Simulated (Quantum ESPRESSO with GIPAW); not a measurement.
# KRb2GaF6: from the crystal structure to its NMR spectrum, part 2 of 2

Wanted: NMR shieldings for each site of KRb2GaF6.

Quantum ESPRESSO with GIPAW; PBEsol.

So far. Step 2 (Ground state): It converged in 18 cycles to an estimated accuracy of 2e-12 Ry, on 4 irreducible k-points.

### 3. Magnetic response (continued)

Level of this step: DFT, PBEsol, plane-wave PAW (pslibrary 1.0.0 recipes), scalar-relativistic, GIPAW shieldings (Quantum ESPRESSO with GIPAW).

The f-sum rule is met to 0.0047 of 72.0 (0.007 %). Converged shieldings require that this miss be small, but a small miss does not prove them. This build smooths some augmentation functions of the files as it reads them, which, it says, moves results; by how much was not measured here.

From the symmetric part of each tensor, with principal values σ11 ≤ σ22 ≤ σ33: σ_iso is their mean, the span is σ33 − σ11 and the skew 3(σ_iso − σ22)/span. (gipaw.x prints an anisotropy in another convention.)

```
site  atom no.  atoms in cell  σ_iso (ppm)  span (ppm)  skew
  Rb         1              2         3192           0     -
  Ga         3              1         1716           0     -
   K         4              1       1148.9         0.0     -
   F         5              6        271.5        99.1  1.00
```

The macroscopic shape term is switched off. For a spherical sample the valence susceptibility of this run would add about 7 ppm to every site, a rough estimate, since the susceptibility converges slowly and lacks part of the PAW terms. Differences within the crystal don't depend on it, but shieldings of different compounds can't be compared to better than a few ppm without it.

Rb, Ga and K sit on cubic site symmetry, where the tensor must be isotropic. An axis of order three or more runs through F, so two principal values coincide and the skew is ±1. In this run the largest span is that of F (site symmetry 4mm), with principal values 238.5, 238.5 and 337.6 ppm. On F the most shielded direction lies along its short bond to Ga: a field along the bond can't mix the bonding orbital with those across it, so the paramagnetic term is smallest there.

How the isotropic values are made up (ppm). The core part is that of the free atom's core; bare is the current of the smooth valence states; the last two are what the PAW spheres add to the diamagnetic and the paramagnetic current:

```
site    core    bare  reconstruction, dia  reconstruction, para
  Rb  3326.8   111.4                -16.0                -230.6
  Ga  2361.9  -238.9                253.1                -659.8
   K  1192.4   114.6                 -3.5                -154.6
   F   305.8    85.8                 43.0                -163.0
```

### 4. Sites, surroundings and shifts

Spectra are read against a reference compound, and shifts rise as shieldings fall. A slope other than one corrects for the functional's tendency to overstate or understate differences of shielding.

To turn shieldings into shifts, lines fitted to measured solids are used. 19F: δ = (90.6 − σ) / 1.258, zero at CFCl3, fitted to 14 measured values, from BaF2, BaLiF3, CdF2, InF3, K3YF6, KF, LiF, MgF2 and NaF and others, with a scatter of 7.1 ppm r.m.s. (CaF2 and ScF3 fall off this line, as semilocal functionals put their cations' empty d or f shells too low, and are left out), on σ without the shape term. Kinds of site that fitted badly were split off after the misses were seen, so the scatter is that of the points kept.

Covalently bonded atoms count as neighbours within 1.18 times the sum of their radii. Otherwise a cation's neighbours lie within 1.2 times its shortest bond (1.3 for large cations, each anion's radius taken off where they differ), and an anion's are the cations that count it.

```
site  atom no.  atoms in cell     surroundings     bonds (Å)  δ_iso (ppm)
  Rb         1              2            RbF12         3.109            -
  Ga         3              1             GaF6         1.906            -
   K         4              1              KF6         2.473            -
   F         5              6  bound to GaKRb4  1.91 to 3.11       -143.9
```

Simulated spectrum: 19F MAS at 100 kHz, 23.5 T (941.8 MHz), lines broadened by 2 ppm; rigid lattice, with dipolar and J couplings left out. Lines over 1.5 % of the strongest (ppm: area): -37.7: 0.02, -143.9: 1.00, -250.1: 0.02. Spinning sidebands lie 106.2 ppm apart.

### 5. What goes wrong with a poor setting

One more run, with a slip of the kind that is easily made.

nmr.in reads:

```
&inputgipaw
  job = 'cs'
  prefix = 'x'
  tmp_dir = './tmp/'
  restart_mode = 'from_scratch'
  verbosity = 'low'
  q_gipaw = 0.01
  spline_ps = .true.
  conv_threshold = 1.0d-11
  use_nmr_macroscopic_shape = .false.
  pawproj(1) = .true.
  pawproj(2) = .true.
  pawproj(3) = .true.
  pawproj(4) = .true.
/
```

Started as:

```bash
> mpirun -np 4 gipaw.x -in nmr.in > nmr.out
```

The log of the run:

```text
[banner, memory and clock lines left out]
[a note of our patched build left out]

     Parallelizing q-star over 1 images

     IMPORTANT: XC functional enforced from input :
     Exchange-correlation= PBESOL
                           (   1   4  10   8   0   0   0)
     Any further DFT definition will be discarded
     Please, verify this is what you really want

     In Ga.pbesol-dn-kjpaw_psl.1.0.0-gipaw.UPF the largest augmentation function (projectors 3 and 5, L = 1) is 7.7 times
     as large as its charge; the limit is 4.5
     Functions over the limit replaced by smooth ones with the moment of the charge, as in the saved run: 1

[...]
projs nearly linearly dependent: l=0  n1,n2= 1, 2  s=  0.99580793
[...]
projs nearly linearly dependent: l=0  n1,n2= 1, 2  s=  0.99583929
[...]
alpha_pv=     50.2003 eV

     spline_ps is .false., expect some extrapolation errors

     q-space interpolation up to    84.00 Rydberg

     GIPAW job: cs

     Error in routine gipaw_main:
     wrong or undefined job in input

     stopping ...
```

Wall time 3.5 s (4 MPI ranks of Arm Neoverse V1, shared host); peak memory 0.76 GiB.

The program stopped with an error: Error in routine gipaw_main: wrong or undefined job in input. The fault: an unknown job. 

### 6. Outcome

```
19F shift                         : -143.9 ppm
71Ga shielding without shape term : 1716 ppm
39K shielding without shape term  : 1148.9 ppm
87Rb shielding without shape term : 3192 ppm
```

19F has one site (bound to GaKRb4), with isotropic shift -143.9 ppm. No sound run at another cutoff or mesh is at hand, so convergence rests on the f-sum rule and on experience with these files. The scalar-relativistic files are used with non-relativistic response operators, which weighs most on the heavy atoms' own shieldings. This build of gipaw.x prints that it is not audited and that its numbers are no references by themselves. It also reports spline_ps as false although the input sets it; why was not traced.

[Banner, clock, file and message-heading lines were taken out of the pw.x and gipaw.x logs.]

[Logs are printed without paths, hosts, clocks, repeated set-up lines and the standing remarks that a program may print on its own settings, such as how far it seeks lower states.]

[Hosts, paths, dates, database ids (printed as entryN), source tags and the programs' standing remarks are cut or masked in the printed files.]

[Where no reference line passes its bar on scatter, no shift is given, so a measured shift of this compound may stand uncompared.]
